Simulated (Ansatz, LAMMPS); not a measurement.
**Charge trapping in glassy 63P2O5-33Na2O-4TiO2 (mol %) (149 atoms)**

Aim: add and remove one electron in glassy 63P2O5-33Na2O-4TiO2 (mol %) (149 atoms), with atoms held and relaxed, and read trapping energy and localisation.

Main program and level: Ansatz 0.2.0; Kohn-Sham DFT, PBE, PAW (set soft_2), plane waves.

### 1. Set-up

The cell holds 149 atoms: 34 P, 18 Na, 1 Ti and 96 O. Cell: a = 12.640 Å, b = 12.640 Å, c = 12.640 Å, α = 90.0°, β = 90.0°, γ = 90.0°. 149 atoms (34 P, 18 Na, 1 Ti, 96 O) placed at random at 2.49 g/cm³, melted at 4000 K for 10 ps at fixed volume with the Morse and Coulomb pair potential with partial charges (Pedone, Malavasi, Menziani, Cormack and Segre, J. Phys. Chem. B 110, 11780 (2006)). Quenched from 4000 K to 300 K at 10 K/ps and fixed volume, held 10 ps at zero pressure, then minimised at fixed cell.

What the set-up can't give: The quench rate of 10 K/ps is orders of magnitude faster than experiment, which tends to freeze in extra defects. The starting topology of bonds comes from the classical model, and needn't be the one that DFT or experiment would give. The Brillouin zone is sampled at Γ only, in a cell whose shortest periodic width is 13 Å.

### 2. Single point at the start

A single point comes first, to see the forces before anything moves.

Input file input.yaml:

```yaml
crystal:
  lattice:
    - [12.64031, 0.0, 0.0]
    - [0.0, 12.64031, 0.0]
    - [0.0, 0.0, 12.64031]
  atoms:
    - { symbol: P, position: [0.09895, 0.83627, 0.39552] }
    - { symbol: P, position: [0.22722, 0.27138, 0.90803] }
    - { symbol: P, position: [0.45349, 0.43376, 0.40546] }
    - { symbol: P, position: [0.921, 0.17308, 0.50915] }
    - { symbol: P, position: [0.45877, 0.6986, 0.60336] }
    - { symbol: P, position: [0.27391, 0.62031, 0.87614] }
    - { symbol: P, position: [0.20665, 0.11973, 0.25801] }
    - { symbol: P, position: [0.92846, 0.67578, 0.46257] }
    - { symbol: P, position: [0.18101, 0.52054, 0.16652] }
    - { symbol: P, position: [0.16309, 0.04076, 0.96384] }
    - { symbol: P, position: [0.37422, 0.35942, 0.08925] }
    - { symbol: P, position: [0.5061, 0.11468, 0.64257] }
    - { symbol: P, position: [0.085, 0.08836, 0.66824] }
    - { symbol: P, position: [0.71745, 0.09851, 0.09362] }
    - { symbol: P, position: [0.52603, 0.61778, 0.25934] }
    - { symbol: P, position: [0.21394, 0.45397, 0.40245] }
    - { symbol: P, position: [0.72815, 0.42899, 0.62943] }
    - { symbol: P, position: [0.93488, 0.54922, 0.67528] }
    - { symbol: P, position: [0.22441, 0.6636, 0.53333] }
    - { symbol: P, position: [0.75473, 0.79806, 0.74562] }
    - { symbol: P, position: [0.14919, 0.76528, 0.16126] }
    - { symbol: P, position: [0.33224, 0.93991, 0.11872] }
    - { symbol: P, position: [0.7878, 0.31036, 0.1972] }
    - { symbol: P, position: [0.50492, 0.84042, 0.96417] }
    - { symbol: P, position: [0.61519, 0.25689, 0.35892] }
    - { symbol: P, position: [0.43403, 0.90168, 0.73699] }
    - { symbol: P, position: [0.52162, 0.50466, 0.73745] }
    - { symbol: P, position: [0.74053, 0.18427, 0.66298] }
    - { symbol: P, position: [0.47534, 0.85074, 0.31028] }
    - { symbol: P, position: [0.77227, 0.49271, 0.03099] }
    - { symbol: P, position: [0.70792, 0.925, 0.264] }
    - { symbol: P, position: [0.97944, 0.03975, 0.31344] }
    [... 111 atom lines left out ...]
    - { symbol: O, position: [0.77269, 0.407, 0.12446] }
    - { symbol: O, position: [0.78691, 0.05833, 0.00787] }
    - { symbol: O, position: [0.80077, 0.81222, 0.85572] }
    - { symbol: O, position: [0.90897, 0.28752, 0.48847] }
    - { symbol: O, position: [0.89815, 0.30458, 0.23579] }
    - { symbol: O, position: [0.59566, 0.90881, 0.99921] }
kpoints:
  mp_grid: { grid: [1, 1, 1] }
hamiltonian:
  xc: pbe
scf:
  occupations: { method: fixed }
output:
  forces: true
```

The run is started by

```
> ansatz run input.yaml --threads 8 --pin off --max-ram 15872MiB --backend cpu --events-out ev --progress --plain --runs-dir out
```

The log of the run:

```text
Engine: ansatz 0.2.0, aarch64-unknown-linux-gnu
Pseudopotentials: kind: paw
Pseudopotential: P, paw, valence charge 5, recommended cutoff 420 eV (normal), P.paw.azcp
Pseudopotential: Na, paw, valence charge 9, recommended cutoff 420 eV (normal), Na.paw.azcp
Pseudopotential: Ti, paw, valence charge 12, recommended cutoff 420 eV (normal), Ti.paw.azcp
Pseudopotential: O, paw, valence charge 6, recommended cutoff 420 eV (normal), O.paw.azcp
Functional definition: PBE
  parameter kappa = 0.804
  parameter beta = 0.066725
  exchange = pbe_x(kappa = kappa, mu = beta*pi^2/3)
  correlation = pbe_c(beta = beta)
Crystal: 149 atoms, lattice volume = 2019.636 Å³
Basis set: ecut = 420 eV, 39607 PW (Γ), exchange–correlation on 180×180×180 points (8 copies of the dense FFT grid, shifted against one another)
Bands: 609, of which v1, the nominal top of the filled ones, is band 460 counted from 1 (459 counted from 0)
Symmetry: 1 space group operations
Space group: P1 (ITA 1), of the structure as read, at distance tolerance 1.3e-4 Å
k-points: 1
Non-local potential: P, projectors of the file, l = 0: 2, l = 1: 2, l = 2: 2
Non-local potential: Na, projectors of the file, l = 0: 3, l = 1: 2, l = 2: 1
Non-local potential: Ti, projectors of the file, l = 0: 3, l = 1: 2, l = 2: 3, l = 3: 1
Non-local potential: O, projectors of the file, l = 0: 2, l = 1: 2, l = 2: 1
PAW form: soft (Blöchl's): semilocal exchange-correlation on the pseudo side does not see the compensation charge
PAW one-centre angular grid: P, 110 points (default); XC on 64 Gauss nodes
PAW one-centre angular grid: Na, 110 points (default); XC on 64 Gauss nodes
PAW one-centre angular grid: Ti, 590 points (default); XC on 64 Gauss nodes
PAW one-centre angular grid: O, 110 points (default); XC on 64 Gauss nodes
Initial density: superposition of atomic densities (neutral atoms: chi_scale 0, normalization atom), corrected by the library's trained network
Initial wavefunctions: pseudopotential atomic-orbital guess
Functional: x = pbe(κ = 0.804, μ = 0.219515), c = pbe(β = 0.066725)
SCF iter   1: F=—  HF=-109471.202503 eV  |F-HF|=—  |Δ(HF+E_count)|=         —  Δρ=7.15e-3  dr2=2.16e0  ethr=1.77e-3  ⟨swp⟩=5.0  Hψ=2195  notcnv=0  defer=146
preconditioner: auto → Resta (q_TF=auto, 2.393 Å⁻¹)  ε∞=2.8  [insulator: Δε(μ)=1.600 eV  Ē_g=17.995 eV  n_scr=460 (ndim 8)  ℏωp=24.5 eV  f_vac=0.195  ε∞_Penn≈2.8]
SCF iter   2: F=—  HF=-109470.621765 eV  |F-HF|=—  |Δ(HF+E_count)|=   5.81e-1  Δρ=3.95e-3  dr2=4.48e-1  ethr=2.35e-4  ⟨swp⟩=3.0  Hψ=961  notcnv=0  defer=147
SCF iter   3: F=—  HF=-109470.508006 eV  |F-HF|=—  |Δ(HF+E_count)|=   1.14e-1  Δρ=2.04e-3  dr2=2.15e-1  ethr=4.87e-5  ⟨swp⟩=4.0  Hψ=1117  notcnv=0  defer=144
automatic band count: iteration 3 solves 606 bands in place of 609: the levels show a gap, and the empty bands left out lie too high to hold charge; the band table lists the bands solved (type scf.n_extra_bands for more)
SCF iter   4: F=—  HF=-109470.483244 eV  |F-HF|=—  |Δ(HF+E_count)|=   2.48e-2  Δρ=3.24e-3  dr2=3.38e-1  ethr=2.34e-5  ⟨swp⟩=4.0  Hψ=1066  notcnv=0  defer=144
SCF iter   5: F=—  HF=-109470.447381 eV  |F-HF|=—  |Δ(HF+E_count)|=   3.59e-2  Δρ=7.76e-4  dr2=1.64e-2  ethr=2.34e-5  ⟨swp⟩=4.0  Hψ=1080  notcnv=0  defer=144
SCF iter   6: F=—  HF=-109470.446138 eV  |F-HF|=—  |Δ(HF+E_count)|=   1.24e-3  Δρ=2.71e-4  dr2=1.62e-3  ethr=1.79e-6  ⟨swp⟩=3.0  Hψ=955  notcnv=0  defer=144
SCF iter   7: F=—  HF=-109470.446293 eV  |F-HF|=—  |Δ(HF+E_count)|=   1.55e-4  Δρ=1.08e-4  dr2=2.22e-4  ethr=1.76e-7  ⟨swp⟩=3.0  Hψ=918  notcnv=0  defer=144
SCF iter   8: F=—  HF=-109470.446425 eV  |F-HF|=—  |Δ(HF+E_count)|=   1.32e-4  Δρ=4.09e-5  dr2=3.79e-5  ethr=2.42e-8  ⟨swp⟩=3.0  Hψ=907  notcnv=0  defer=142
SCF iter   9: F=—  HF=-109470.447053 eV  |F-HF|=—  |Δ(HF+E_count)|=   6.27e-4  Δρ=1.77e-5  dr2=6.12e-6  ethr=4.12e-9  ⟨swp⟩=3.0  Hψ=1088  notcnv=0  defer=143
SCF iter  10: F=—  HF=-109470.447056 eV  |F-HF|=—  |Δ(HF+E_count)|=   3.09e-6  Δρ=8.88e-6  dr2=1.56e-6  ethr=6.65e-10  ⟨swp⟩=3.0  Hψ=952  notcnv=0  defer=143
SCF iter  11: F=—  HF=-109470.447057 eV  |F-HF|=—  |Δ(HF+E_count)|=   6.24e-7  Δρ=3.15e-6  dr2=1.94e-7  ethr=1.69e-10  ⟨swp⟩=3.0  Hψ=912  notcnv=0  defer=143
SCF iter  12: F=-109470.447057 eV  HF=-109470.447057 eV  |F-HF|=1.46e-9  |Δ(HF+E_count)|=   9.81e-8  Δρ=1.55e-6  dr2=4.42e-8  ethr=1.09e-11  ⟨swp⟩=6.0  Hψ=2003  notcnv=0
SCF 1 converged in 12 iterations: F = -109470.447057 eV  dr2 = 4.42e-8
  greatest PAW one-centre occupation: 0.999 electrons in one spin orbital (limit 2), on the Na atom at site 34 (counted from 0), in its partial waves of l = 0
SCF converged after 12 iterations
Free energy (F): -109470.447057 eV
Harris-Foulkes:  -109470.447057 eV  (|F-HF|=1.46e-9)
Internal energy: -109470.447057 eV  (E = F + TS)
E sigma→0 (E₀):  -109470.447057 eV
Fermi energy:    5.608432 eV
--- Per-component energies (eV) ---
  E_band       = -7870.874769
  E_kinetic    = 22213.274242
  E_local      = -76909.430069  (includes V_loc(G=0)·N_el)
  E_nonlocal   = 7723.357428
  E_hartree    = 27992.961447
  E_xc         = -10053.764894
  E_vxc        = -12233.823448  (∫ρ·V_xc dr)
  E_paw        = -40380.712010  (= ΣΔE_a)
  E_vpaw       = -4650.418795  (= ΣTr[D̂ρ^β])
  E_aug_tail   = 0.242169  (compensation charges beyond the density's cutoff)
  E_ewald      = -40056.375370
  E_smearing   = -0.000000  (= −TS)
  E_closure    = -0.000000  (closes the sum)
  Σ components = -109470.447057   (vs F -109470.447057, Δ=0.00e0)
--- Forces (eV/Å), atoms counted from 1 ---
  atom   1  P      1.83991639     1.97378517     0.73785427
  atom   2  P     -0.93737297    -0.18387275     2.26743385
  atom   3  P      2.14460815     2.29763509     3.70849090
  atom   4  P      1.95202226     2.89729255     0.25891303
  atom   5  P      1.72033632    -0.08175884    -2.55427681
  atom   6  P     -0.34724820    -0.01224372    -2.16831919
  atom   7  P      1.92104808     1.99318775    -1.72414981
  atom   8  P     -0.82216676    -2.28734238    -2.80097291
  atom   9  P      0.90916880    -2.68093669    -2.20212744
  atom  10  P     -2.25652126    -1.59680380     1.88226362
  atom  11  P      2.88560424     0.31382539     2.91518439
  atom  12  P     -1.42289158    -0.32697646    -3.26164617
  atom  13  P      0.39015517    -1.41101064     2.62653238
  atom  14  P     -1.30717555    -0.34948613     0.11691146
[...]
atom 148  O      0.37553490     0.11649724     0.11428880
  atom 149  O      0.49047201     0.22549023    -0.48518678
  max |Σ_I F_I| component: 1.08e-4 eV/Å
```

The job ended after 22 s (8 threads of Arm Neoverse V1, shared host; peak memory 3 GiB).

Reading the cycles: dr2 is the Hartree energy of the density residual (eV), the measure of convergence; HF is the Harris–Foulkes estimate of the energy, which meets the free energy F at convergence.

The r.m.s. force at the start is 1.2 eV/Å.

### 3. Relaxation

With the cell held, the atoms are moved downhill towards a nearby minimum.

Input file input.yaml:

```yaml
crystal:
  lattice:
    - [12.64031, 0.0, 0.0]
    - [0.0, 12.64031, 0.0]
    - [0.0, 0.0, 12.64031]
  atoms:
    [... the 149 atom lines of step 2 ...]
kpoints:
  mp_grid: { grid: [1, 1, 1] }
hamiltonian:
  xc: pbe
scf:
  occupations: { method: fixed }
output:
  forces: true
relax:
  f_tol: 0.05
  max_steps: 120
```

The log of the run:

```text
[...]
Crystal: 149 atoms, lattice volume = 2019.636 Å³
Basis set: ecut = 420 eV, 39607 PW (Γ), exchange–correlation on 180×180×180 points (8 copies of the dense FFT grid, shifted against one another)
Bands: 609, of which v1, the nominal top of the filled ones, is band 460 counted from 1 (459 counted from 0)
Symmetry: 1 space group operations
[...]
k-points: 1
[...]
SCF iter   1: F=—  HF=-109471.202503 eV  |F-HF|=—  |Δ(HF+E_count)|=         —  Δρ=7.15e-3  dr2=2.16e0  ethr=1.77e-3  ⟨swp⟩=5.0  Hψ=2195  notcnv=0  defer=146
[...]
SCF iter   8: F=-109470.447042 eV  HF=-109470.447033 eV  |F-HF|=9.26e-6  |Δ(HF+E_count)|=   9.92e-5  Δρ=4.05e-5  dr2=3.73e-5  ethr=6.79e-9  ⟨swp⟩=4.0  Hψ=2164  notcnv=0
SCF 1 converged in 8 iterations: F = -109470.447042 eV  dr2 = 3.73e-5
[...]
relax step   1: F+E_penalty+E_count = -109470.44704199 eV  Δ(F+E_penalty+E_count) = +0.000e0 eV  max|allowed force component| = 5.235e0 eV/Å  Δτ_max = 0.0000 Å  (8 SCF iters, dr2 threshold 6.25e-5 eV, accepted)
[... from here on, the SCF cycles and remarks between the steps are left out ...]
relax step   2: F+E_penalty+E_count = -109475.06578595 eV  Δ(F+E_penalty+E_count) = -4.619e0 eV  max|allowed force component| = 4.027e0 eV/Å  Δτ_max = 0.1950 Å  (8 SCF iters, dr2 threshold 1.00e-4 eV, accepted)
relax step   3: F+E_penalty+E_count = -109480.30037342 eV  Δ(F+E_penalty+E_count) = -5.235e0 eV  max|allowed force component| = 1.248e0 eV/Å  Δτ_max = 0.1948 Å  (8 SCF iters, dr2 threshold 1.00e-4 eV, accepted)
relax step   4: F+E_penalty+E_count = -109481.86854603 eV  Δ(F+E_penalty+E_count) = -1.568e0 eV  max|allowed force component| = 8.959e-1 eV/Å  Δτ_max = 0.1949 Å  (7 SCF iters, dr2 threshold 1.00e-4 eV, accepted)
relax step   5: F+E_penalty+E_count = -109482.99792594 eV  Δ(F+E_penalty+E_count) = -1.129e0 eV  max|allowed force component| = 7.134e-1 eV/Å  Δτ_max = 0.1944 Å  (7 SCF iters, dr2 threshold 7.71e-5 eV, accepted)
relax step   6: F+E_penalty+E_count = -109483.94835515 eV  Δ(F+E_penalty+E_count) = -9.504e-1 eV  max|allowed force component| = 5.661e-1 eV/Å  Δτ_max = 0.1905 Å  (8 SCF iters, dr2 threshold 1.00e-4 eV, accepted)
relax step   7: F+E_penalty+E_count = -109484.75694315 eV  Δ(F+E_penalty+E_count) = -8.086e-1 eV  max|allowed force component| = 5.743e-1 eV/Å  Δτ_max = 0.1958 Å  (8 SCF iters, dr2 threshold 1.00e-4 eV, accepted)
relax step   8: F+E_penalty+E_count = -109485.25594528 eV  Δ(F+E_penalty+E_count) = -4.990e-1 eV  max|allowed force component| = 8.607e-1 eV/Å  Δτ_max = 0.1940 Å  (7 SCF iters, dr2 threshold 1.00e-4 eV, accepted)
relax step   9: F+E_penalty+E_count = -109485.64101983 eV  Δ(F+E_penalty+E_count) = -3.851e-1 eV  max|allowed force component| = 1.000e0 eV/Å  Δτ_max = 0.1946 Å  (7 SCF iters, dr2 threshold 1.00e-4 eV, accepted)
relax step  10: F+E_penalty+E_count = -109485.96028649 eV  Δ(F+E_penalty+E_count) = -3.193e-1 eV  max|allowed force component| = 1.039e0 eV/Å  Δτ_max = 0.1958 Å  (7 SCF iters, dr2 threshold 1.00e-4 eV, accepted)
relax step  11: F+E_penalty+E_count = -109486.32447269 eV  Δ(F+E_penalty+E_count) = -3.642e-1 eV  max|allowed force component| = 5.547e-1 eV/Å  Δτ_max = 0.2000 Å  (8 SCF iters, dr2 threshold 1.00e-4 eV, accepted)
relax step  12: F+E_penalty+E_count = -109486.57116745 eV  Δ(F+E_penalty+E_count) = -2.467e-1 eV  max|allowed force component| = 4.279e-1 eV/Å  Δτ_max = 0.1916 Å  (8 SCF iters, dr2 threshold 8.77e-5 eV, accepted)
relax step  13: F+E_penalty+E_count = -109486.78872059 eV  Δ(F+E_penalty+E_count) = -2.176e-1 eV  max|allowed force component| = 4.423e-1 eV/Å  Δτ_max = 0.2000 Å  (8 SCF iters, dr2 threshold 5.22e-5 eV, accepted)
relax step  14: F+E_penalty+E_count = -109486.92356451 eV  Δ(F+E_penalty+E_count) = -1.348e-1 eV  max|allowed force component| = 2.839e-1 eV/Å  Δτ_max = 0.0969 Å  (7 SCF iters, dr2 threshold 1.00e-4 eV, accepted)
relax step  15: F+E_penalty+E_count = -109487.19146433 eV  Δ(F+E_penalty+E_count) = -2.679e-1 eV  max|allowed force component| = 2.489e-1 eV/Å  Δτ_max = 0.2000 Å  (8 SCF iters, dr2 threshold 3.32e-5 eV, accepted)
relax step  16: F+E_penalty+E_count = -109487.36703344 eV  Δ(F+E_penalty+E_count) = -1.756e-1 eV  max|allowed force component| = 3.308e-1 eV/Å  Δτ_max = 0.1952 Å  (8 SCF iters, dr2 threshold 2.55e-5 eV, accepted)
relax step  17: F+E_penalty+E_count = -109487.52569709 eV  Δ(F+E_penalty+E_count) = -1.587e-1 eV  max|allowed force component| = 2.573e-1 eV/Å  Δτ_max = 0.2000 Å  (7 SCF iters, dr2 threshold 8.41e-5 eV, accepted)
relax step  18: F+E_penalty+E_count = -109487.67444911 eV  Δ(F+E_penalty+E_count) = -1.488e-1 eV  max|allowed force component| = 3.673e-1 eV/Å  Δτ_max = 0.1945 Å  (8 SCF iters, dr2 threshold 4.01e-5 eV, accepted)
relax step  19: F+E_penalty+E_count = -109487.79977895 eV  Δ(F+E_penalty+E_count) = -1.253e-1 eV  max|allowed force component| = 3.939e-1 eV/Å  Δτ_max = 0.1952 Å  (7 SCF iters, dr2 threshold 8.16e-5 eV, accepted)
relax step  20: F+E_penalty+E_count = -109487.92845336 eV  Δ(F+E_penalty+E_count) = -1.287e-1 eV  max|allowed force component| = 5.448e-1 eV/Å  Δτ_max = 0.1968 Å  (7 SCF iters, dr2 threshold 1.00e-4 eV, accepted)
relax step  21: F+E_penalty+E_count = -109488.03326488 eV  Δ(F+E_penalty+E_count) = -1.048e-1 eV  max|allowed force component| = 5.327e-1 eV/Å  Δτ_max = 0.1948 Å  (7 SCF iters, dr2 threshold 1.00e-4 eV, accepted)
relax step  22: F+E_penalty+E_count = -109488.13487351 eV  Δ(F+E_penalty+E_count) = -1.016e-1 eV  max|allowed force component| = 5.155e-1 eV/Å  Δτ_max = 0.1952 Å  (7 SCF iters, dr2 threshold 1.00e-4 eV, accepted)
relax step  23: F+E_penalty+E_count = -109488.21038803 eV  Δ(F+E_penalty+E_count) = -7.551e-2 eV  max|allowed force component| = 6.422e-1 eV/Å  Δτ_max = 0.1931 Å  (7 SCF iters, dr2 threshold 1.00e-4 eV, accepted)
relax step  24: F+E_penalty+E_count = -109488.29390767 eV  Δ(F+E_penalty+E_count) = -8.352e-2 eV  max|allowed force component| = 5.907e-1 eV/Å  Δτ_max = 0.1457 Å  (7 SCF iters, dr2 threshold 1.00e-4 eV, accepted)
[...]
relax step  35: F+E_penalty+E_count = -109488.88066491 eV  Δ(F+E_penalty+E_count) = -1.379e-2 eV  max|allowed force component| = 6.845e-2 eV/Å  Δτ_max = 0.0424 Å  (9 SCF iters, accepted)
relax step  36: F+E_penalty+E_count = -109488.91108988 eV  Δ(F+E_penalty+E_count) = -3.042e-2 eV  max|allowed force component| = 1.664e-1 eV/Å  Δτ_max = 0.2000 Å  (10 SCF iters, accepted)
[...]
relax step  62: F+E_penalty+E_count = -109489.62613444 eV  Δ(F+E_penalty+E_count) = -1.047e-2 eV  max|allowed force component| = 1.057e-1 eV/Å  Δτ_max = 0.1390 Å  (10 SCF iters, accepted)
relax step  63: F+E_penalty+E_count = -109489.63419760 eV  Δ(F+E_penalty+E_count) = -8.063e-3 eV  max|allowed force component| = 1.007e-1 eV/Å  Δτ_max = 0.0251 Å  (9 SCF iters, accepted)
relax step  64: F+E_penalty+E_count = -109489.64324662 eV  Δ(F+E_penalty+E_count) = -9.049e-3 eV  max|allowed force component| = 9.496e-2 eV/Å  Δτ_max = 0.0639 Å  (7 SCF iters, dr2 threshold 9.21e-6 eV, accepted)
relax step  65: F+E_penalty+E_count = -109489.65316405 eV  Δ(F+E_penalty+E_count) = -9.917e-3 eV  max|allowed force component| = 9.412e-2 eV/Å  Δτ_max = 0.0887 Å  (7 SCF iters, dr2 threshold 8.01e-6 eV, accepted)
relax step  66: F+E_penalty+E_count = -109489.66097962 eV  Δ(F+E_penalty+E_count) = -7.816e-3 eV  max|allowed force component| = 1.793e-1 eV/Å  Δτ_max = 0.1792 Å  (8 SCF iters, dr2 threshold 7.87e-6 eV, accepted)
relax step  67: F+E_penalty+E_count = -109489.67020189 eV  Δ(F+E_penalty+E_count) = -9.222e-3 eV  max|allowed force component| = 1.088e-1 eV/Å  Δτ_max = 0.0327 Å  (6 SCF iters, dr2 threshold 3.16e-5 eV, accepted)
relax step  68: F+E_penalty+E_count = -109489.54720019 eV  Δ(F+E_penalty+E_count) = +1.230e-1 eV  max|allowed force component| = 4.818e-1 eV/Å  Δτ_max = 0.2000 Å  (9 SCF iters, dr2 threshold 4.36e-6 eV, rejected (line search))
relax step  69: F+E_penalty+E_count = -109489.68477577 eV  Δ(F+E_penalty+E_count) = -1.457e-2 eV  max|allowed force component| = 6.164e-2 eV/Å  Δτ_max = 0.0535 Å  (11 SCF iters, accepted)
relax step  70: F+E_penalty+E_count = -109489.68707395 eV  Δ(F+E_penalty+E_count) = -2.298e-3 eV  max|allowed force component| = 5.663e-2 eV/Å  Δτ_max = 0.0563 Å  (10 SCF iters, accepted)
relax step  71: F+E_penalty+E_count = -109489.69149343 eV  Δ(F+E_penalty+E_count) = -4.419e-3 eV  max|allowed force component| = 6.106e-2 eV/Å  Δτ_max = 0.0266 Å  (8 SCF iters, accepted)
relax step  72: F+E_penalty+E_count = -109489.69574846 eV  Δ(F+E_penalty+E_count) = -4.255e-3 eV  max|allowed force component| = 6.219e-2 eV/Å  Δτ_max = 0.0201 Å  (7 SCF iters, dr2 threshold 3.15e-6 eV, accepted)
relax step  73: F+E_penalty+E_count = -109489.69958877 eV  Δ(F+E_penalty+E_count) = -3.840e-3 eV  max|allowed force component| = 5.909e-2 eV/Å  Δτ_max = 0.0420 Å  (7 SCF iters, dr2 threshold 3.87e-6 eV, accepted)
relax step  74: F+E_penalty+E_count = -109489.70221072 eV  Δ(F+E_penalty+E_count) = -2.622e-3 eV  max|allowed force component| = 5.556e-2 eV/Å  Δτ_max = 0.0349 Å  (7 SCF iters, dr2 threshold 3.15e-6 eV, accepted)
relax step  75: F+E_penalty+E_count = -109489.70461659 eV  Δ(F+E_penalty+E_count) = -2.406e-3 eV  max|allowed force component| = 5.258e-2 eV/Å  Δτ_max = 0.0181 Å  (7 SCF iters, dr2 threshold 2.73e-6 eV, accepted)
relax step  76: F+E_penalty+E_count = -109489.70689565 eV  Δ(F+E_penalty+E_count) = -2.279e-3 eV  max|allowed force component| = 3.520e-2 eV/Å  Δτ_max = 0.0222 Å  (8 SCF iters, accepted)
SCF converged after 8 iterations
Free energy (F): -109489.706896 eV
[...]
Internal energy: -109489.706896 eV  (E = F + TS)
E sigma→0 (E₀):  -109489.706896 eV
Fermi energy:    4.276661 eV
[...]
Σ components = -109489.706896   (vs F -109489.706896, Δ=0.00e0)
--- Forces (eV/Å), atoms counted from 1 ---
  atom   1  P     -0.00967502     0.00421032    -0.00510259
  atom   2  P     -0.00956252    -0.00079445    -0.00128921
  atom   3  P      0.00027048     0.00297426    -0.01857786
  atom   4  P      0.00994123     0.00938183    -0.00098170
[...]
atom 149  O      0.01027395    -0.00360571    -0.00722082
  max |Σ_I F_I| component: 1.11e-4 eV/Å
--- Relaxed structure (76 steps of the walk, 75 accepted, 0 SCFs on fresh bases) ---
  F+E_penalty+E_count = -109489.70689565 eV   max|allowed force component| = 3.520e-2 eV/Å
  atoms:
    - { symbol: P, position: [0.042918, 0.815057, 0.377288] }
    - { symbol: P, position: [0.261831, 0.266308, 0.880846] }
    - { symbol: P, position: [0.451921, 0.481638, 0.377399] }
    - { symbol: P, position: [0.931405, 0.147709, 0.488414] }
[...]
- { symbol: O, position: [0.583273, 0.846910, 0.953788] }
```

The job ended after 19 min (8 threads; peak memory 3.1 GiB).

The relaxation converged after 76 steps, 19.3 eV below its start, with a largest force component of 0.035 eV/Å.

(Part 1 of 4 ends here.)

[Long decimals in the printed logs are rounded to 6 places.]

[Logs are printed without paths, hosts, clocks, repeated set-up lines and the standing remarks that a program may print on its own settings, such as how far it seeks lower states.]

[Hosts, paths, dates, database ids (printed as entryN), source tags and the programs' standing remarks are cut or masked in the printed files.]
